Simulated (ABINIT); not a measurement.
# CsCdH3 (Pm-3m): zone-centre phonons, part 2 of 4

Which modes does CsCdH3 (Pm-3m) have at the zone centre?

ABINIT 10.8.3; DFT PBE, scalar-relativistic, plane waves, SPMS norm-conserving pseudopotentials.

So far. Step 4 (Relaxing the cell and atoms): The volume changes by +0.2 % in this run and stands -11.3 % from the first cell. The relaxed cell has a = 4.331 Å (conventional setting).

The structure was built from a prototype and need not be the compound's stable phase.

### 6. Zone-centre response

At q = 0 one unit cell holds all displacements. The response is solved for single atoms along the cell's directions, and symmetry skips those that follow from others. The crystal is treated as a metal, which screens a static field, so no field response is asked.

dfpt_gamma.abi

```

# common to the responses
getwfk_filepath "gso_WFK"
kptopt 2
nqpt 1
qpt 0.0 0.0 0.0
asr 0
chneut 0

# displacements
rfphon 1
rfatpol 1 5
rfdir 1 1 1
tolvrs 1.0d-10
prtwf 0

# basis, mesh and filling
ecut 38.0
ecutsm 3.0
ngkpt 6 6 6
nshiftk 1
shiftk 0.0 0.0 0.0
istwfk *1
occopt 3
tsmear 0.01
nband 24
nstep 100
diemac 1000000.0
prtebands 0
prtgsr 0
useylm 1

# cell and atoms
acell 8.184873553 8.184873553 8.184873553
rprim 
    1.0 0.0 0.0
    0.0 1.0 0.0
    0.0 0.0 1.0
ntypat 3
znucl 55 48 1
natom 5
typat 1 2 3 3 3
xred 
    0.0 0.0 0.0
    0.5 0.5 0.5
    0.5 0.5 0.0
    0.5 0.0 0.5
    0.0 0.5 0.5
pp_dirpath "./pseudo"
pseudos "Cs.psp8, Cd.psp8, H.psp8"
```

Command:

```console
$ OMP_NUM_THREADS=1 mpirun -n 4 abinit dfpt_gamma.abi > dfpt_gamma.log
```

Numbers of over 12 decimals in the logs are rounded to 6 here.

dfpt_gamma.abo, the main output file:

```text
[banners, grids, parts of the stress and lines that vanish by symmetry left out]
- input  file    -> dfpt_gamma.abi
- output file    -> dfpt_gamma.abo
- root for input  files -> dfpt_gammai
- root for output files -> dfpt_gammao

 Symmetries : space group Pm -3 m (#221); Bravais cP (primitive cubic)
================================================================================
 Values of the parameters that define the memory need of the present run (RF).
     intxc =       0      iscf =       7    lmnmax =      32     lnmax =       8
     mgfft =      48  mpssoang =       4    mqgrid =    3001     natom =       5
  nloc_mem =       1    nspden =       1   nspinor =       1    nsppol =       1
      nsym =      48    n1xccc =    2501    ntypat =       3    occopt =       3
   xclevel =       2
-    mband =          24        mffmem =           1         mkmem =          28
-   mkqmem =          28        mk1mem =          28           mpw =        6154
      nfft =      110592          nkpt =         112
- my_mband =          24
================================================================================
================================================================================

--------------------------------------------------------------------------------
------------- Echo of variables that govern the present computation ------------
--------------------------------------------------------------------------------
-
- outvars: echo of selected default values
-   iomode0 =  0 , fftalg0 =312 , wfoptalg0 =  0
-
- outvars: echo of global parameters not present in the input file
-  max_nthreads =    1
-
 -outvars: echo values of preprocessed input variables
 [... echo left out ...]
================================================================================

 chkinp: Checking input parameters for consistency.

[...]
== DATASET  1 ==================================================================
-   mpi_nproc: 4, omp_nthreads: 1 (-1 if OMP is not activated)

--- !DatasetInfo
iteration_state: {dtset: 1, }
dimensions: {natom: 5, nkpt: 112, mband: 24, nsppol: 1, nspinor: 1, nspden: 1, mpw: 6154, }
cutoff_energies: {ecut:  38.0, pawecutdg:  -1.0, }
electrons: {nelect:   3.20000000E+01, charge:   0.00000000E+00, occopt:   3.00000000E+00, tsmear:   1.00000000E-02, }
meta: {optdriver: 1, rfphon: 1, }
...

 mkfilename: getwfk from: gso_WFK

 Exchange-correlation functional for the present dataset will be:
  GGA: Perdew-Burke-Ernzerhof functional - ixc=11
 Citation for XC functional:
  J.P.Perdew, K.Burke, M.Ernzerhof, PRL 77, 3865 (1996)

 Real(R)+Recip(G) space primitive vectors, cartesian coordinates (Bohr,Bohr^-1):
 R(1)=  8.1848736  0.0000000  0.0000000  G(1)=  0.1221766  0.0000000  0.0000000
 R(2)=  0.0000000  8.1848736  0.0000000  G(2)=  0.0000000  0.1221766  0.0000000
 R(3)=  0.0000000  0.0000000  8.1848736  G(3)=  0.0000000  0.0000000  0.1221766
 Unit cell volume ucvol=  5.4832232E+02 bohr^3
 Angles (23,13,12)=  9.00000000E+01  9.00000000E+01  9.00000000E+01 degrees
 setup1 : take into account q-point for computing boxcut.

 getcut: wavevector=  0.0000  0.0000  0.0000  ngfft=  48  48  48
         ecut(hartree)=     38.000   => boxcut(ratio)=   2.11335

--- Pseudopotential description ------------------------------------------------
- pspini: atom type   1  psp file is ./pseudo/Cs.psp8

- pspini: atom type   2  psp file is ./pseudo/Cd.psp8

- pspini: atom type   3  psp file is ./pseudo/H.psp8

   2.30923948E+03                                ecore*ucvol(ha*bohr**3)
--------------------------------------------------------------------------------

 ==>  initialize data related to q vector <==

 The list of irreducible perturbations for this q vector is:
    1)    idir= 1    ipert=   1
    2)    idir= 1    ipert=   2
    3)    idir= 1    ipert=   3
    4)    idir= 3    ipert=   3

[...]
The perturbation idir=   2  ipert=   1 is
 symmetric of a previously calculated perturbation.
 So, its SCF calculation is not needed.

 The perturbation idir=   3  ipert=   1 is
 symmetric of a previously calculated perturbation.
 So, its SCF calculation is not needed.

 The perturbation idir=   2  ipert=   2 is
 symmetric of a previously calculated perturbation.
 So, its SCF calculation is not needed.

 The perturbation idir=   3  ipert=   2 is
 symmetric of a previously calculated perturbation.
 So, its SCF calculation is not needed.

[...]
The perturbation idir=   2  ipert=   5 is
 symmetric of a previously calculated perturbation.
 So, its SCF calculation is not needed.

 The perturbation idir=   3  ipert=   5 is
 symmetric of a previously calculated perturbation.
 So, its SCF calculation is not needed.

--------------------------------------------------------------------------------
 Perturbation wavevector (in red.coord.)   0.000000  0.000000  0.000000
 Perturbation : displacement of atom   1   along direction   1
 Found     8 symmetries that leave the perturbation invariant.

[...]
dfpt_looppert : total number of electrons, from k and k+q
  fully or partially occupied states are    3.200000E+01 and    3.200000E+01.
 Initialisation of the first-order wave-functions :
  ireadwf=   0

--- !BeginCycle
iteration_state: {dtset: 1, }
solver: {iscf: 7, nstep: 100, nline: 4, wfoptalg: 0, }
tolerances: {tolvrs: 1.00E-10, }
...

     iter   2DEtotal(Ha)        deltaE(Ha) residm    vres2
-ETOT  1   2.435454     -6.063E+02 2.038E+00 5.182E+02
 ETOT  2   1.991040     -4.444E-01 3.137E-01 1.437E+01
 ETOT  3   1.984331     -6.708E-03 3.837E-02 4.517E+00
 ETOT  4   1.983589     -7.417E-04 3.702E-02 1.302E-01
 ETOT  5   1.983559     -2.993E-05 4.775E-03 8.626E-03
[...]
At SCF step   10       vres2   =  8.31E-11 < tolvrs=  1.00E-10 =>converged.
[...]
Mean square residual over all n,k,spin=   93.228E-09; max=  81.990E-06

 Thirteen components of 2nd-order total energy (hartree) are
 1,2,3: 0th-order hamiltonian combined with 1st-order wavefunctions
     kin0=   3.76459142E+02 eigvalue=   3.85959449E+01  local=  -2.49012713E+02
 4,5,6: 1st-order hamiltonian combined with 1st and 0th-order wfs
 loc psp =  -5.79244654E+02  Hartree=   1.81296574E+02     xc=  -5.63541002E+01
 note that "loc psp" includes a xc core correction that could be resolved
 7,8,9: eventually, occupation + non-local contributions
    edocc=   8.11399283E+01     enl0=   2.34603941E+02   enl1=  -6.34212779E+02
 1-9 gives the relaxation energy (to be shifted if some occ is /=2.0)
   erelax=  -6.06728715E+02
 10,11,12 Non-relaxation  contributions : frozen-wavefunctions and Ewald
 fr.local=   1.82318131E+02 fr.nonlo=   3.18993634E+02  Ewald=   1.05936832E+02
 13,14 Frozen wf xc core corrections (1) and (2)
 frxc 1  =  -7.31784661E+01  frxc 2 =   7.46421424E+01
 Resulting in :
 2DEtotal=    0.1983558235E+01 Ha. Also 2DEtotal=    0.539753692622E+02 eV
    (2DErelax=   -6.0672871546E+02 Ha. 2DEnonrelax=    6.0871227370E+02 Ha)
    (  non-var. 2DEtotal :    1.9835574668E+00 Ha)

[...]
Perturbation wavevector (in red.coord.)   0.000000  0.000000  0.000000
 Perturbation : displacement of atom   2   along direction   1
 Found     8 symmetries that leave the perturbation invariant.

[...]
dfpt_looppert : total number of electrons, from k and k+q
  fully or partially occupied states are    3.200000E+01 and    3.200000E+01.
 Initialisation of the first-order wave-functions :
  ireadwf=   0

--- !BeginCycle
iteration_state: {dtset: 1, }
solver: {iscf: 7, nstep: 100, nline: 4, wfoptalg: 0, }
tolerances: {tolvrs: 1.00E-10, }
...

     iter   2DEtotal(Ha)        deltaE(Ha) residm    vres2
-ETOT  1   3.244586     -1.123E+04 1.430E+01 1.579E+02
[...]
At SCF step   11       vres2   =  2.24E-11 < tolvrs=  1.00E-10 =>converged.
[...]
Mean square residual over all n,k,spin=   72.460E-11; max=  63.548E-08

 Thirteen components of 2nd-order total energy (hartree) are
 1,2,3: 0th-order hamiltonian combined with 1st-order wavefunctions
     kin0=   1.06169841E+04 eigvalue=   8.82197888E+02  local=  -5.25899619E+03
 4,5,6: 1st-order hamiltonian combined with 1st and 0th-order wfs
 loc psp =  -1.55580868E+04  Hartree=   5.15927351E+03     xc=  -6.64048315E+02
 note that "loc psp" includes a xc core correction that could be resolved
 7,8,9: eventually, occupation + non-local contributions
    edocc=   1.60581455E+02     enl0=   3.33408325E+02   enl1=  -6.90071470E+03
 1-9 gives the relaxation energy (to be shifted if some occ is /=2.0)
   erelax=  -1.12294007E+04
 10,11,12 Non-relaxation  contributions : frozen-wavefunctions and Ewald
 fr.local=   7.70472231E+03 fr.nonlo=   3.46332813E+03  Ewald=   1.22825312E+02
 13,14 Frozen wf xc core corrections (1) and (2)
 frxc 1  =  -9.15738142E+02  frxc 2 =   8.55023320E+02
 Resulting in :
 2DEtotal=    0.7602034777E+00 Ha. Also 2DEtotal=    0.206861904575E+02 eV
    (2DErelax=   -1.1229400728E+04 Ha. 2DEnonrelax=    1.1230160931E+04 Ha)
    (  non-var. 2DEtotal :    7.6020123242E-01 Ha)

[...]
Perturbation wavevector (in red.coord.)   0.000000  0.000000  0.000000
 Perturbation : displacement of atom   3   along direction   1
 Found     4 symmetries that leave the perturbation invariant.

[...]
dfpt_looppert : total number of electrons, from k and k+q
  fully or partially occupied states are    3.200000E+01 and    3.200000E+01.
 Initialisation of the first-order wave-functions :
  ireadwf=   0

--- !BeginCycle
iteration_state: {dtset: 1, }
solver: {iscf: 7, nstep: 100, nline: 4, wfoptalg: 0, }
tolerances: {tolvrs: 1.00E-10, }
...

     iter   2DEtotal(Ha)        deltaE(Ha) residm    vres2
-ETOT  1   1.211164     -6.610E+01 1.976E-01 9.050E+02
[...]
At SCF step   11       vres2   =  1.17E-11 < tolvrs=  1.00E-10 =>converged.
[...]
Mean square residual over all n,k,spin=   85.966E-12; max=  76.626E-09

 Thirteen components of 2nd-order total energy (hartree) are
 1,2,3: 0th-order hamiltonian combined with 1st-order wavefunctions
     kin0=   7.30614134E+01 eigvalue=  -8.03909059E-01  local=  -1.51700858E+01
 4,5,6: 1st-order hamiltonian combined with 1st and 0th-order wfs
 loc psp =  -1.06513286E+02  Hartree=   1.51196842E+01     xc=  -1.06041325E+01
 note that "loc psp" includes a xc core correction that could be resolved
 7,8,9: eventually, occupation + non-local contributions
    edocc=   4.87442231E+00     enl0=  -2.29954892E-01   enl1=  -2.59815888E+01
 1-9 gives the relaxation energy (to be shifted if some occ is /=2.0)
   erelax=  -6.62474376E+01
 10,11,12 Non-relaxation  contributions : frozen-wavefunctions and Ewald
 fr.local=   7.08576053E+01 fr.nonlo=   1.31096303E+01  Ewald=  -1.66523020E+01
 13,14 Frozen wf xc core corrections (1) and (2)
 frxc 1  =   0.00000000E+00  frxc 2 =   0.00000000E+00
 Resulting in :
 2DEtotal=    0.1067496042E+01 Ha. Also 2DEtotal=    0.290480471226E+02 eV
    (2DErelax=   -6.6247437597E+01 Ha. 2DEnonrelax=    6.7314933639E+01 Ha)
    (  non-var. 2DEtotal :    1.0674960560E+00 Ha)

[...]
Perturbation wavevector (in red.coord.)   0.000000  0.000000  0.000000
 Perturbation : displacement of atom   3   along direction   3
 Found     8 symmetries that leave the perturbation invariant.

--------------------------------------------------------------------------------

--------------------------------------------------------------------------------

 dfpt_looppert : total number of electrons, from k and k+q
  fully or partially occupied states are    3.200000E+01 and    3.200000E+01.
 Initialisation of the first-order wave-functions :
  ireadwf=   0

--- !BeginCycle
iteration_state: {dtset: 1, }
solver: {iscf: 7, nstep: 100, nline: 4, wfoptalg: 0, }
tolerances: {tolvrs: 1.00E-10, }
...

     iter   2DEtotal(Ha)        deltaE(Ha) residm    vres2
-ETOT  1   1.725343     -6.762E+01 4.623E-01 3.092E+03
[...]
ETOT 10   1.039448     -6.892E-12 3.048E-08 3.472E-10
 ETOT 11   1.039448      3.268E-13 5.361E-08 8.891E-12

 At SCF step   11       vres2   =  8.89E-12 < tolvrs=  1.00E-10 =>converged.
[...]
Mean square residual over all n,k,spin=   63.615E-12; max=  53.613E-09

 Thirteen components of 2nd-order total energy (hartree) are
 1,2,3: 0th-order hamiltonian combined with 1st-order wavefunctions
     kin0=   7.52042860E+01 eigvalue=  -7.00813076E-01  local=  -1.72480651E+01
 4,5,6: 1st-order hamiltonian combined with 1st and 0th-order wfs
 loc psp =  -1.10292791E+02  Hartree=   1.68018467E+01     xc=  -1.09131543E+01
 note that "loc psp" includes a xc core correction that could be resolved
 7,8,9: eventually, occupation + non-local contributions
    edocc=   5.94859366E+00     enl0=  -7.89173626E-01   enl1=  -2.63142492E+01
 1-9 gives the relaxation energy (to be shifted if some occ is /=2.0)
   erelax=  -6.83035203E+01
 10,11,12 Non-relaxation  contributions : frozen-wavefunctions and Ewald
 fr.local=  -2.41165363E+01 fr.nonlo=   1.25600918E+01  Ewald=   8.08994125E+01
 13,14 Frozen wf xc core corrections (1) and (2)
 frxc 1  =   0.00000000E+00  frxc 2 =   0.00000000E+00
 Resulting in :
 2DEtotal=    0.1039447675E+01 Ha. Also 2DEtotal=    0.282848121758E+02 eV
    (2DErelax=   -6.8303520253E+01 Ha. 2DEnonrelax=    6.9342967929E+01 Ha)
    (  non-var. 2DEtotal :    1.0394476726E+00 Ha)

[...]
---- first-order wavefunction calculations are completed ----

 ==> Compute Derivative Database <==

 [... matrices left out ...]
  Phonon wavevector (reduced coordinates) :  0.00000  0.00000  0.00000
 Phonon energies in Hartree :
   2.541963E-05  2.541963E-05  2.541963E-05  2.822397E-04  2.822397E-04
   2.822397E-04  1.702083E-03  1.702083E-03  1.702083E-03  2.932844E-03
   2.932844E-03  2.932844E-03  3.793211E-03  3.793211E-03  3.793211E-03
 Phonon frequencies in cm-1    :
-  5.578964E+00  5.578964E+00  5.578964E+00  6.194446E+01  6.194446E+01
-  6.194446E+01  3.735641E+02  3.735641E+02  3.735641E+02  6.436849E+02
-  6.436849E+02  6.436849E+02  8.325135E+02  8.325135E+02  8.325135E+02

== END DATASET(S) ==============================================================
================================================================================

 -outvars: echo values of variables after computation
            acell      8.1848735530E+00  8.1848735530E+00  8.1848735530E+00 Bohr
           etotal      1.0394476753E+00
            fcart      0.0000000000E+00  0.0000000000E+00  0.0000000000E+00
           strten      0.0000000000E+00  0.0000000000E+00  0.0000000000E+00
================================================================================
```

The job ended after 4 min (4 MPI ranks of Arm Neoverse V1, shared host; 16 min of CPU time).

This step gave:

```yaml
largest_acoustic_frequency_at_the_zone_centre_before_the_sum_rule: 5.58 cm⁻¹
highest_optical_zone_centre_mode_no_lo_to_term: 832.5 cm⁻¹
lowest_optical_zone_centre_mode: 61.94 cm⁻¹
```

The acoustic modes at Γ come out as far as 5.6 cm⁻¹ from zero, where they should vanish, a small numerical error.

(Continued in part 3 of 4.)

[Host names and launcher messages were left out of these logs when they were recorded.]

[Logs are printed without paths, hosts, clocks, repeated set-up lines and the standing remarks that a program may print on its own settings, such as how far it seeks lower states.]

[Hosts, paths, dates, database ids (printed as entryN), source tags and the programs' standing remarks are cut or masked in the printed files.]
